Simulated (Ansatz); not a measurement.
# KLaMg, from a guessed structure to a relaxed one, part 2 of 2

This structure for KLaMg is made up. Its elements were placed in a known structure type with a cell scaled to their sizes. What cell does the guess relax to, and how far off was it?

Ansatz 0.2.0; DFT, r2SCAN, plane-wave PAW, files of the set soft_1, scalar-relativistic, no spin, cell and ions relaxed at zero pressure; PAW set soft_1 (the session's first sound run).

So far: The starting structure; Relaxation of the guess. The relaxed cell has a = 6.046, c = 7.373 Å (conventional setting).

**3. Electronic structure of the relaxed cell**

A second self-consistent run takes a narrower smearing and the mesh shown in its input; the bands follow along the standard path of the relaxed lattice.

This step: DFT, r2SCAN, plane-wave PAW, files of the set soft_1, scalar-relativistic, no spin, bands and density of states at the relaxed cell; PAW set soft_1 (Ansatz 0.2.0).

Input file input.yaml:

```yaml
crystal:
  lattice:
    - [6.0456795751, 0.0, 0.0]
    - [-3.0228397875, 5.2357120952, 0.0]
    - [0.0, 0.0, 7.3726875955]
  atoms:
    - { symbol: La, position: [0.0, 0.0, 0.0] }
    - { symbol: La, position: [0.0, 0.0, 0.5] }
    - { symbol: K, position: [0.3333333333, 0.6666666667, 0.75] }
    - { symbol: K, position: [0.6666666667, 0.3333333333, 0.25] }
    - { symbol: Mg, position: [0.3333333333, 0.6666666667, 0.25] }
    - { symbol: Mg, position: [0.6666666667, 0.3333333333, 0.75] }
kpoints:
  mp_grid: { grid: [6, 6, 4] }
  band_path:
    path:
      - [[0.0, 0.0, 0.0], [0.5, 0.0, 0.0], [0.33333333, 0.33333333, 0.0], [0.0, 0.0, 0.0], [0.0, 0.0, 0.5], [0.5, 0.0, 0.5], [0.33333333, 0.33333333, 0.5], [0.0, 0.0, 0.5]]
      - [[0.5, 0.0, 0.5], [0.5, 0.0, 0.0]]
      - [[0.33333333, 0.33333333, 0.0], [0.33333333, 0.33333333, 0.5]]
    npoints: 8
scf:
  occupations: { method: fermi_dirac, width: 0.03 }
  n_extra_bands: 10
hamiltonian:
  xc: r2scan
  pseudopotentials: { kind: paw, azcp: { folder: soft_1 } }
output:
  forces: true
  stress: true
  write_bands: true
  dos: { projected: true }
  write_density: true
  write_potential: true
  elf: true
  volumetric_format: npy
```

The run is started by

```bash
$ ansatz run input.yaml --threads 4 --pin off --max-ram 10240MiB --backend cpu --events-out ev --progress --plain --runs-dir out
```

Numbers of over 12 decimals in the logs are rounded to 6 here.

Output:

```text
La: projections on atomic orbitals take those of the free atom [Kr 4d10] 4f0 5s2 5p6 5d1 6s2, of charge +0.00 (hamiltonian.pseudopotentials.projection_atoms); the dataset's partial waves leave at most 1.9e-5 of an orbital's norm unspanned inside its sphere
[...]
Crystal: 6 atoms, lattice volume = 233.371 Å³
Basis set: ecut = 500 eV, 5847 PW (Γ), exchange–correlation on 180×180×216 points (64 copies of the dense FFT grid, shifted against one another)
Bands: 40, of which v1, the nominal top of the filled ones, is band 30 counted from 1 (29 counted from 0)
Symmetry: 24 space group operations
[...]
k-points: 21 of 144
[...]
SCF iter   1: F=—  HF=-19465.755318 eV  |F-HF|=—  |Δ(HF+E_count)|=         —  Δρ=2.12e-2  dr2=2.52e0  dr2_τ=1.08e-2  ethr=3.10e-3  ⟨swp⟩=11.2  Hψ=4189  notcnv=0
[...]
SCF iter   9: F=-19465.376408 eV  HF=-19465.376408 eV  |F-HF|=1.77e-8  |Δ(HF+E_count)|=   1.61e-7  Δρ=3.08e-6  dr2=3.70e-8  dr2_τ=6.33e-10  ethr=1.67e-10  ⟨swp⟩=26.1  Hψ=7633  notcnv=0
SCF 1 converged in 9 iterations: F = -19465.376408 eV  dr2 = 3.70e-8
[...]
NSCF: frozen V_eff on 75 k-points
SCF converged after 9 iterations
Free energy (F): -19465.376408 eV
[...]
Internal energy: -19465.364648 eV  (E = F + TS)
E sigma→0 (E₀):  -19465.370528 eV
Entropy (-TS):   -0.011759 eV (-1.960 meV/atom)
Fermi energy:    5.916073 eV
[...]
--- Stress (GPa, compression-positive) ---
        0.120774      -0.000000       0.000000
        0.000000       0.120774       0.000000
        0.000000       0.000000      -0.612131
  P = ⅓ Tr σ = -0.1235 GPa (-1.235 kbar)
--- Band table (eV; the first three rows and the last of 21) ---
  k-point 0: bands = [... 26 lower, 4.8521, 5.0105, 5.0105, 5.2998, 6.1303, 6.1303, 6.6756, 6.6756, ... 6 higher]
  k-point 1: bands = [... 26 lower, 5.1755, 5.1755, 5.5652, 5.6948, 6.1907, 6.1907, 6.2568, 6.2568, ... 6 higher]
  k-point 2: bands = [... 26 lower, 5.6124, 5.6124, 5.6124, 5.6124, 6.2946, 6.2946, 6.5973, 6.5973, ... 6 higher]
  k-point 20: bands = [... 26 lower, 4.9701, 4.9701, 5.3287, 5.3287, 6.0945, 6.0945, 6.7957, 6.7957, ... 6 higher]
```

Run time: 27 s. Hardware: 4 threads of Intel Xeon Platinum 8223CL at 3.00GHz (Skylake/Cascade Lake), shared host; peak memory 1.2 GiB; 94 s of CPU time.

Numbers from this step:

| Item | Value |
| --- | --- |
| free energy | -19465.3764 eV |
| energy at zero smearing | -19465.3705 eV |
| smearing term TS | 0.01176 eV |
| Fermi energy | 5.916 eV |
| pressure | -0.1235 GPa |

bands.tsv at the labelled points (eV, zero at the Fermi level; the bands that come nearest the Fermi level along the path):

```tsv
point	band 27	band 28	band 29	band 30	band 31	band 32	band 33	band 34
Γ	-1.06	-0.91	-0.91	-0.62	0.21	0.21	0.76	0.76
M	-1.72	-0.59	-0.56	-0.19	0.43	0.48	0.69	0.83
K	-1.73	-0.90	-0.90	0.22	0.35	0.35	0.76	1.07
Γ	-1.06	-0.91	-0.91	-0.62	0.21	0.21	0.76	0.76
A	-0.30	-0.30	-0.30	-0.30	0.38	0.38	0.68	0.68
L	-1.31	-1.31	-0.01	-0.01	0.27	0.27	0.82	0.82
H	-0.95	-0.95	-0.59	-0.59	0.18	0.18	0.88	0.88
A	-0.30	-0.30	-0.30	-0.30	0.38	0.38	0.68	0.68
L	-1.31	-1.31	-0.01	-0.01	0.27	0.27	0.82	0.82
M	-1.72	-0.59	-0.56	-0.19	0.43	0.48	0.69	0.83
K	-1.73	-0.90	-0.90	0.22	0.35	0.35	0.76	1.07
H	-0.95	-0.95	-0.59	-0.59	0.18	0.18	0.88	0.88
```

States per cell as run, both spins, in windows of 1 eV, from dos.tsv (zero at the Fermi level):

```csv
from,to,total
-8,-7,0.00
-7,-6,0.00
-6,-5,0.00
-5,-4,0.02
-4,-3,1.12
-3,-2,2.86
-2,-1,1.79
-1,0,6.19
0,1,9.41
```

Below -8 eV lie 48.0 more states.

Electrostatic potential energy in the ac plane at fractional y = 0.333, with atoms of K and Mg within 0.2 Å of it. With pseudopotentials it is smooth inside the atoms' cores, unlike the true potential.

Ten even steps from '_' (-42 eV) to '@' (8 eV), each cell a mean:
```
@@@@@@@@@@@@@@@@@@@@@@@@@@@@@@@@@@
@@@@@@@@@@@@@@@@@@@@@@%%@@@@@@@@@@
@@@@@@@@@@@@@@@@@@%%##**##%%@@@@@@
@@@@@@@@@@@@@@@@@@##::__..**%%@@@@
@@@@@@@@@@@@@@@@%%++______==%%@@@@
@@@@@@@@@@@@@@@@%%**______==%%@@@@
@@@@@@@@@@@@@@@@@@%%++::==##@@@@@@
@@@@@@@@@@@@@@@@@@@@%%%%%%@@@@@@@@
@@@@@@@@@@@@@@@@@@@@@@@@@@@@@@@@@@
@@@@@@@@@@@@@@@@@@@@@@@@@@@@@@@@@@
@@@@@@@@@@@@@@@@@@@@@@@@@@@@@@@@@@
@@@@@@@@@@@@@@@@@@@@@@%%@@@@@@@@@@
@@@@@@@@@@@@@@@@@@%%**++**%%@@@@@@
@@@@@@@@@@@@@@@@%%**::__::++%%@@@@
@@@@@@@@@@@@@@@@%%==______--##@@@@
@@@@@@@@@@@@@@@@%%++..____==%%@@@@
@@@@@@@@@@@@@@@@@@##==--==##%%@@@@
@@@@@@@@@@@@@@@@@@@@%%##%%%%@@@@@@
@@@@@@@@@@@@@@@@@@@@@@@@@@@@@@@@@@
@@@@@@@@@@@@@@@@@@@@@@@@@@@@@@@@@@
```
Columns run along a (6.0 Å; values clipped at the 3rd and 97th percentile), rows up along c (7.4 Å). Atoms in or near the plane, at fractional coordinates: K at (0.67, 0.25), Mg at (0.67, 0.75).

Valence density in the ac plane at fractional y = 0.333, with atoms of K and Mg within 0.2 Å of it. It is the smooth field of the valence electrons, not physical close to the nuclei.

Values in e/Å³, 11 rows by 16 columns, each cell a mean:
```
 0  0  0  0  0  0  0  0  0  0  0  0  0  0  0  0
 0  0  0  0  0  0  0  0  0  0  1  1  0  0  0  0
 0  0  0  0  0  0  0  0  0  4 17 15  2  0  0  0
 0  0  0  0  0  0  0  0  0  1  3  3  0  0  0  0
 0  0  0  0  0  0  0  0  0  0  0  0  0  0  0  0
 0  0  0  0  0  0  0  0  0  0  0  0  0  0  0  0
 0  0  0  0  0  0  0  0  0  0  0  0  0  0  0  0
 0  0  0  0  0  0  0  0  1  2  3  3  2  0  0  0
 0  0  0  0  0  0  0  0  1  2  4  4  2  0  0  0
 0  0  0  0  0  0  0  0  0  0  1  1  0  0  0  0
 0  0  0  0  0  0  0  0  0  0  0  0  0  0  0  0
```
Columns run along a (6.0 Å), rows up along c (7.4 Å). Atoms in or near the plane, at fractional coordinates: K at (0.67, 0.25), Mg at (0.67, 0.75).

ELF in the ac plane at fractional y = 0.333, with atoms of K and Mg within 0.2 Å of it. It is the smooth field of the valence electrons, not physical close to the nuclei.

Ten even steps from '0' (0.05) to '9' (0.87), each cell a mean:
```
10000024555455653
20000146753235664
31000257520001576
41001367302320266
41001367213121167
41001367203231167
31001367401210376
20000246641013675
10000135665456653
10000023443233442
11001122100000122
22222220002320001
45555420048985101
57777620389999401
68888620499789601
57887620499899501
56666520179997201
33444320025652001
11111121000000012
10000023321011232
```
Columns run along a (6.0 Å), rows up along c (7.4 Å). Atoms in or near the plane, at fractional coordinates: K at (0.67, 0.25), Mg at (0.67, 0.75).

**4. What came out**

| Item | Value |
| --- | --- |
| space group, relaxed | P6_3/mmc |
| conventional cell | a = 6.046, b = 6.046, c = 7.373 Å; α = 90.0°, β = 90.0°, γ = 120.0° |
| volume per atom | 38.90 Å³ (guess 37.82) |

KLaMg relaxes to P6_3/mmc with a = 6.046, b = 6.046 and c = 7.373 Å. The guessed volume was 3 % too small. The space group P6_3/mmc was held in the relaxation, so the end point is a stationary structure within it and may be a saddle against distortions or other arrangements. Bands cross the Fermi level, so it is a metal or semimetal at this level. On the 6×6×4 mesh with the narrower smearing (relaxed on 6×6×3) the forces vanish, as symmetry may demand, and the largest stress component is 0.612 GPa, against the relaxation's thresholds of 0.015 eV/Å and 0.05 GPa. The cutoff wasn't tested. A vector of the cell changed its length by 17 %, more than the volume shows. Spin-orbit coupling is left out, which can matter for elements this heavy. No dispersion term is used, so weakly bound directions may come out too long. Nothing here tests whether the compound is stable against decomposition.

[Logs are printed without paths, hosts, clocks, repeated set-up lines and the standing remarks that a program may print on its own settings, such as how far it seeks lower states.]

[Hosts, paths, dates, database ids (printed as entryN), source tags and the programs' standing remarks are cut or masked in the printed files.]
